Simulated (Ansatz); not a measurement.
**What do other settings change for random alloy of the diamond Si-Ge line, x = 0.25 (64 atoms)?**

The cell holds 64 atoms: 48 Si and 16 Ge. Cell: a = 11.084 Å, b = 11.084 Å, c = 11.084 Å, α = 90.0°, β = 90.0°, γ = 90.0°. It derives from Si and Ge (diamond Si-Ge), repeated 2×2×2. Diamond Si-Ge: 64 atoms, 16 of 64 Si sites given to Ge at random, cell and internal coordinates interpolated linearly between the end members (Vegard's rule); not relaxed, displaced by a Gaussian of 0.02 Å. Lattice constants are starting values near those of PBE.

Geometry: as built.

Reference run: Kohn-Sham DFT, PBE, PAW (set soft_2), plane waves (Ansatz 0.2.0), cutoff 750 eV, Γ point, fixed occupations.

```
r.m.s. force component                           : 0.3636 eV/Å
gap (highest filled to lowest empty level) : 0.6453 eV
SCF cycles                                       : 8
time                                             : 18 s on 4 threads of Arm Neoverse V2, shared host
```

Q: Estimate how much each variant changes the results, and its time and memory.
- support functions medium
- support functions low
- support functions high
- support functions medium, radius 4.02 Å
- support functions medium, radius 4.35 Å
- support functions medium, radius 4.64 Å
- support functions medium, radius 4.97 Å
- support functions medium, radius 5.59 Å
- support functions medium, radius 6.21 Å

Differences are against the run with plane waves at 750 eV (Kohn-Sham DFT, PBE, PAW (set soft_2), plane waves), whose r.m.s. force component is 0.364 eV/Å. Energies are set beside the reference only for runs with its functional, potentials and electron count. Times are for 4 threads of Arm Neoverse V2, shared host.

| run | Δ force, r.m.s. (meV/Å) | share of r.m.s. force (%) | Δ energy (meV/atom) | Δ gap (eV) | cycles | time | host memory (GiB) |
| --- | --- | --- | --- | --- | --- | --- | --- |
| reference | - | - | - | - | 8 | 18 s | 2.8 |
| support functions medium | 0.101 | 0.0277 | -0.0605 | 0 | 13 | 89 s | 2.9 |
| support functions low | 0.12 | 0.0329 | -0.0604 | 0 | 10 | 74 s | 2.9 |
| support functions high | 0.017 | 0.0046 | -0.0643 | 0 | 15 | 3.3 min | 4.6 |
| support functions medium, radius 4.02 Å | 0.125 | 0.0343 | -0.0605 | -1.0e-4 | 13 | 84 s | 2.7 |
| support functions medium, radius 4.35 Å | 0.069 | 0.0191 | -0.0605 | 0 | 13 | 1.8 min | 3.1 |
| support functions medium, radius 4.64 Å | 0.046 | 0.0126 | -0.0605 | 0 | 13 | 2.2 min | 3.5 |
| support functions medium, radius 4.97 Å | 0.039 | 0.0108 | -0.0605 | 0 | 13 | 2.7 min | 4.0 |
| support functions medium, radius 5.59 Å | 0.038 | 0.0105 | -0.0605 | 0 | 12 | 4.1 min | 5.1 |
| support functions medium, radius 6.21 Å | 0.037 | 0.0103 | -0.0605 | 0 | 11 | 6.1 min | 6.3 |

Among numerical settings the force difference runs from 0.017 meV/Å (support functions high) to 0.12 meV/Å (support functions medium, radius 4.02 Å). At 64 atoms the fastest of the runs at a preset level, support functions low, takes 4.2 times the time of plane waves, in 10 SCF cycles against 8. Differences between support functions and plane waves include what basis error the plane-wave run still has. As the radius goes from 4.02 to 6.21 Å, the force difference goes from 0.12 to 0.037 meV/Å, and the time from 84 s to 6.1 min. 

[Long decimals in the printed logs are rounded to 6 places.]

[Logs are printed without paths, hosts, clocks, repeated set-up lines and the standing remarks that a program may print on its own settings, such as how far it seeks lower states.]

[Hosts, paths, dates, database ids (printed as entryN), source tags and the programs' standing remarks are cut or masked in the printed files.]
